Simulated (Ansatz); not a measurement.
# A hypothetical structure for MnCd2AgS4, part 2 of 2

Starting from a made-up structure for MnCd2AgS4, the aim is the relaxed cell, its shortest contacts and, where a second run follows, its electronic structure.

Ansatz 0.2.0; DFT, PBE, plane-wave PAW, files of the set soft_1, scalar-relativistic, ferromagnetic start, cell and ions relaxed at zero pressure; PAW set soft_1 (the session's first sound run).

So far: Starting point; Relaxation of the guess. The relaxed cell has a = 5.763, c = 11.467 Å (conventional setting).

## 3. Bands of the relaxed cell

With the geometry fixed, one more self-consistent run, with a narrower smearing and the mesh shown in its input, gives the bands, and its pressure, and its forces where symmetry allows any, show how far the geometry depends on these settings.

This step: DFT, PBE, plane-wave PAW, files of the set soft_1, scalar-relativistic, ferromagnetic start, bands and density of states at the relaxed cell; PAW set soft_1 (Ansatz 0.2.0).

File input.yaml:

```yaml
crystal:
  lattice:
    - [-2.8813443544, 2.8813443544, 5.7332859329]
    - [2.8813443544, -2.8813443544, 5.7332859329]
    - [2.8813443544, 2.8813443544, -5.7332859329]
  atoms:
    - { symbol: Cd, position: [0.25, 0.75, 0.5] }
    - { symbol: Cd, position: [0.75, 0.25, 0.5] }
    - { symbol: Ag, position: [0.0, 0.0, 0.0] }
    - { symbol: Mn, position: [0.5, 0.5, 0.0], spin: 3.5 }
    - { symbol: S, position: [0.3840101952, 0.848178842, 0.0] }
    - { symbol: S, position: [0.6159898048, 0.6159898048, 0.4641686468] }
    - { symbol: S, position: [0.848178842, 0.3840101952, 0.0] }
    - { symbol: S, position: [0.151821158, 0.151821158, 0.5358313532] }
magnetization:
  spin_polarized: true
kpoints:
  mp_grid: { grid: [8, 8, 8] }
  band_path:
    path:
      - [[0.0, 0.0, 0.0], [0.0, 0.0, 0.5], [-0.1262854, 0.1262854, 0.5], [-0.3131427, 0.3131427, 0.3131427], [0.0, 0.0, 0.0], [0.5, 0.5, -0.5], [0.3131427, 0.6868573, -0.3131427], [0.0, 0.5, 0.0], [0.25, 0.25, 0.25], [0.5, 0.5, -0.1262854], [0.5, 0.5, -0.5]]
      - [[0.0, 0.0, 0.5], [0.25, 0.25, 0.25]]
    npoints: 7
scf:
  occupations: { method: fermi_dirac, width: 0.03 }
  n_extra_bands: 14
hamiltonian:
  xc: pbe
  pseudopotentials: { kind: paw, azcp: { folder: soft_1 } }
output:
  forces: true
  stress: true
  write_bands: true
  dos: { projected: true }
  write_density: true
  write_potential: true
  elf: true
  volumetric_format: npy
```

Command:

```bash
> ansatz run input.yaml --threads 4 --pin off --max-ram 10240MiB --backend cpu --events-out ev --progress --plain --runs-dir out
```

Numbers of over 12 decimals in the logs are rounded to 6 here.

Output:

```text
[...]
Crystal: 8 atoms, lattice volume = 190.394 Å³
Basis set: ecut = 420 eV, 3739 PW (Γ), exchange–correlation on 96×96×96 points (8 copies of the dense FFT grid, shifted against one another)
Bands: 63, of which v1, the nominal top of the filled ones, is band 49 counted from 1 (48 counted from 0)
Symmetry: 8 space group operations
[...]
k-points: 59 of 512 (time reversal used)
[...]
Starting moments: Σ|m| = 3.5 μB on 1 of 8 sites
[...]
SCF iter   1: F=—  HF=-31612.065260 eV  |F-HF|=—  |Δ(HF+E_count)|=         —  Δρ=6.43e-2 (↑6.43e-2 ↓3.43e-2)  dr2=2.88e1  dr2_m=7.03e-1  M=4.015 μB ∫|m|=4.513 μB  β_m=0.30  ethr=3.10e-3  ⟨swp⟩=6.8  Hψ=30095  notcnv=0  defer=159
[...]
SCF iter  14: F=-31610.453440 eV  HF=-31610.453440 eV  |F-HF|=9.24e-9  |Δ(HF+E_count)|=   1.93e-8  Δρ=1.34e-6 (↑1.34e-6 ↓9.09e-7)  dr2=1.36e-8  dr2_m=1.20e-10  M=4.000 μB ∫|m|=4.368 μB  ethr=2.51e-11  ⟨swp⟩=15.0  Hψ=55225  notcnv=0
SCF 1 converged in 14 iterations: F = -31610.453440 eV  dr2 = 1.36e-8
[...]
NSCF: frozen V_eff on 79 k-points
SCF converged after 14 iterations
Magnetization: 4.0000 μB (51.0000 up, 47.0000 down)
Absolute magnetization: 4.3715 μB (∫|ρ↑−ρ↓|, with the PAW one-centre terms)
[...]
Per-site moments (μB) at R_I (Å): [(0.017059, 1.054093), (0.017059, 1.054093), (-0.039550, 1.054860), (3.502812, 0.954075), (-0.018731, 0.954075), (-0.018731, 0.954075), (-0.018731, 0.954075), (-0.018731, 0.954075)]
Free energy (F): -31610.453440 eV
[...]
Internal energy: -31610.441991 eV  (E = F + TS)
E sigma→0 (E₀):  -31610.447715 eV
Entropy (-TS):   -0.011449 eV (-1.431 meV/atom)
Fermi energy:    7.154391 eV
[...]
--- Forces (eV/Å), atoms counted from 1 ---
  atom   1  Cd    -0.00000000     0.00000000     0.00000000
  atom   2  Cd    -0.00000000    -0.00000000     0.00000000
  atom   3  Ag    -0.00000000     0.00000000     0.00000000
  atom   4  Mn     0.00000000     0.00000000    -0.00000000
  atom   5  S      0.00549903    -0.00549903     0.00228154
  atom   6  S      0.00549903     0.00549903    -0.00228154
  atom   7  S     -0.00549903     0.00549903     0.00228154
  atom   8  S     -0.00549903    -0.00549903    -0.00228154
  max |Σ_I F_I| component: 6.07e-18 eV/Å
--- Stress (GPa, compression-positive) ---
       -0.016639      -0.000000       0.000000
        0.000000      -0.016639      -0.000000
        0.000000      -0.000000       0.007817
  P = ⅓ Tr σ = -0.0085 GPa (-0.085 kbar)
--- Band table (eV; the first three rows and the last of 118) ---
  k-point 0 ↑: bands = [... 45 lower, 5.1480, 5.1724, 5.5739, 5.8095, 7.6985, 7.7533, 7.7533, 8.2990, ... 10 higher]
  k-point 1 ↑: bands = [... 45 lower, 5.3317, 5.4475, 5.9085, 5.9231, 7.1194, 7.5147, 7.7054, 8.9481, ... 10 higher]
  k-point 2 ↑: bands = [... 45 lower, 5.7101, 5.7536, 6.1340, 6.4381, 6.5132, 7.0510, 7.5574, 9.8000, ... 10 higher]
  k-point 58 ↓: bands = [... 45 lower, 5.8603, 5.9032, 8.1740, 8.4753, 8.8450, 9.0430, 9.0430, 10.5597, ... 10 higher]
```

Run time: 45 s. Hardware: 4 threads of INTEL XEON PLATINUM 8581C at 2.10GHz (Emerald Rapids), shared host; peak memory 1.3 GiB.

Reading the cycles: dr2 is the Hartree energy of the density residual (eV), the measure of convergence; HF is the Harris–Foulkes estimate of the energy, which meets the free energy F at convergence.

This step gave:

- free energy: -31610.4534 eV
- energy at zero smearing: -31610.4477 eV
- smearing term TS: 0.01145 eV
- Fermi energy: 7.154 eV
- absolute magnetization: 4.371 μB
- site moments: 0.01706, 0.01706, -0.03955, 3.503, -0.01873, -0.01873, -0.01873, -0.01873 μB
- pressure: -0.008487 GPa

From bands.tsv, the bands that come nearest the Fermi level along the path, at its corners, in eV from the Fermi level:

```
point  band_46_up  band_47_up  band_48_up  band_49_up  band_50_up  band_51_up  band_45_dn  band_46_dn
    Γ       -1.98       -1.58       -1.34        0.54        0.60        0.60       -1.19       -0.88
    X       -0.97       -0.85       -0.68       -0.03        0.00        0.01       -0.97       -0.76
    Y       -1.08       -0.87       -0.77       -0.29       -0.08        0.01       -1.11       -0.86
    S       -1.47       -1.21       -0.94       -0.55       -0.27       -0.04       -1.44       -0.66
    Γ       -1.98       -1.58       -1.34        0.54        0.60        0.60       -1.19       -0.88
    Z       -1.44       -1.44       -1.33       -0.89       -0.03       -0.03       -1.29       -1.25
   S1       -1.47       -1.21       -0.94       -0.55       -0.27       -0.04       -1.44       -0.66
    N       -1.43       -0.94       -0.76       -0.58       -0.37       -0.08       -1.41       -0.64
    P       -0.97       -0.69       -0.59       -0.42        0.00        0.00       -0.99       -0.96
   Y1       -1.08       -0.87       -0.77       -0.29       -0.08        0.01       -1.11       -0.86
    Z       -1.44       -1.44       -1.33       -0.89       -0.03       -0.03       -1.29       -1.25
    X       -0.97       -0.85       -0.68       -0.03        0.00        0.01       -0.97       -0.76
    P       -0.97       -0.69       -0.59       -0.42        0.00        0.00       -0.99       -0.96
```

Spin density in the ab plane of the cell as run, not the conventional one, at fractional z = 0.000, with atoms of Ag and Mn and S within 0.2 Å of it.

Values in e/Å³, 11 rows by 16 columns, each cell a mean:
```
0.0 0.0 0.0 0.0 0.0 0.0 0.0 0.0 0.0 0.0 0.0 0.0 0.0 0.0 0.0 0.0
0.0 0.0 0.0 0.0 0.0 0.0 0.0 0.0 0.0 0.0 0.0 0.0 0.0 0.0 0.0 0.0
0.0 0.0 0.0 0.0 0.0 0.0 0.0 0.0 0.0 0.0 0.0 0.0 0.0 0.0 0.0 0.0
0.0 0.0 0.0 0.0 0.0 0.0 0.0 0.0 0.0 0.0 0.0 0.0 0.0 0.0 0.0 0.0
0.0 0.0 0.0 0.0 0.0 0.1 0.4 1.7 1.6 0.4 0.0 0.0 0.0 0.0 0.0 0.0
0.0 0.0 0.0 0.0 0.0 0.1 0.4 3.2 5.4 1.4 0.1 0.0 0.0 0.0 0.0 0.0
0.0 0.0 0.0 0.0 0.0 0.0 0.1 0.4 0.8 0.5 0.1 0.0 0.0 0.0 0.0 0.0
0.0 0.0 0.0 0.0 0.0 0.0 0.0 0.0 0.0 0.1 0.0 0.0 0.0 0.0 0.0 0.0
0.0 0.0 0.0 0.0 0.0 0.0 0.0 0.0 0.0 0.0 0.0 0.0 0.0 0.0 0.0 0.0
0.0 0.0 0.0 0.0 0.0 0.0 0.0 0.0 0.0 0.0 0.0 0.0 0.0 0.0 0.0 0.0
0.0 0.0 0.0 0.0 0.0 0.0 0.0 0.0 0.0 0.0 0.0 0.0 0.0 0.0 0.0 0.0
```
Columns run along a (7.0 Å), rows up along b (7.0 Å). Atoms in or near the plane, at fractional coordinates: Ag at (0.00, 0.00), Mn at (0.50, 0.50), S at (0.38, 0.85), S at (0.85, 0.38).

ELF of down spins in the ab plane of the cell as run, not the conventional one, at fractional z = 0.000, with atoms of Ag and Mn and S within 0.2 Å of it. It is the smooth field of the valence electrons, not physical close to the nuclei.

Ten even steps from '0' (0.01) to '9' (0.89), each cell a mean:
```
76424998986200001246
55325974698510000134
33215960169730000112
22115982169741000001
11113898899741000000
00001589999730000000
00000245555410011000
00000000232001344310
00000001577304777752
20000001689725999986
51000000278735996698
73000000026525981169
84100000001105982048
85100000000004898679
74100000000002589999
32000000000000135554
11100000000000011122
43110111000000011234
64312454310000012356
86413788752000012357
```
Columns run along a (7.0 Å), rows up along b (7.0 Å). Atoms in or near the plane, at fractional coordinates: Ag at (0.00, 0.00), Mn at (0.50, 0.50), S at (0.38, 0.85), S at (0.85, 0.38).

Valence density in the ab plane of the cell as run, not the conventional one, at fractional z = 0.000, with atoms of Ag and Mn and S within 0.2 Å of it. It is the smooth field of the valence electrons, not physical close to the nuclei.

Ten steps, logarithmic in the rise over the least value, from '0' (0 e/Å³) to '9' (25 e/Å³), each cell a mean:
```
98521233221000000258
66422333331000000125
33211332232100000012
11101233232100000000
00000123332100000000
00000012332100000000
00000001222100000000
00000001344210000000
00000002587521111100
00000002699742222211
00000001479842333332
10000000246532332232
10000000012211233233
10000000000000123333
10000000000000012332
10000000000000001121
21000000000000000122
53100000000000001245
86310000000000001368
98521111100000001369
```
Columns run along a (7.0 Å), rows up along b (7.0 Å). Atoms in or near the plane, at fractional coordinates: Ag at (0.00, 0.00), Mn at (0.50, 0.50), S at (0.38, 0.85), S at (0.85, 0.38).

## 4. Summary of results

| Quantity | Value |
| --- | --- |
| space group, relaxed | I-42m |
| conventional cell | a = 5.763, b = 5.763, c = 11.467 Å; α = 90.0°, β = 90.0°, γ = 90.0° |
| volume per atom | 23.80 Å³ (guess 28.97) |
| total moment | 4.00 μB in the cell of 8 atoms |

**Reading.** MnCd2AgS4 relaxes to I-42m with a = 5.763, b = 5.763 and c = 11.467 Å. The guessed volume was 22 % too large. The space group I-42m was held in the relaxation, so the end point is a stationary structure within it and may be a saddle against distortions or other arrangements. The input starts from parallel moments, and no other start was typed. Bands cross the Fermi level, so it is a metal or semimetal at this level. On the 8×8×8 mesh with the narrower smearing (relaxed on 6×6×6) the largest force component is 0.005 eV/Å and the largest stress component is 0.017 GPa, within the relaxation's thresholds of 0.015 eV/Å and 0.05 GPa. The cutoff wasn't tested. No dispersion term is used, so weakly bound directions may come out too long. Nothing here tests whether the compound is stable against decomposition.

[Logs are printed without paths, hosts, clocks, repeated set-up lines and the standing remarks that a program may print on its own settings, such as how far it seeks lower states.]

[Hosts, paths, dates, database ids (printed as entryN), source tags and the programs' standing remarks are cut or masked in the printed files.]
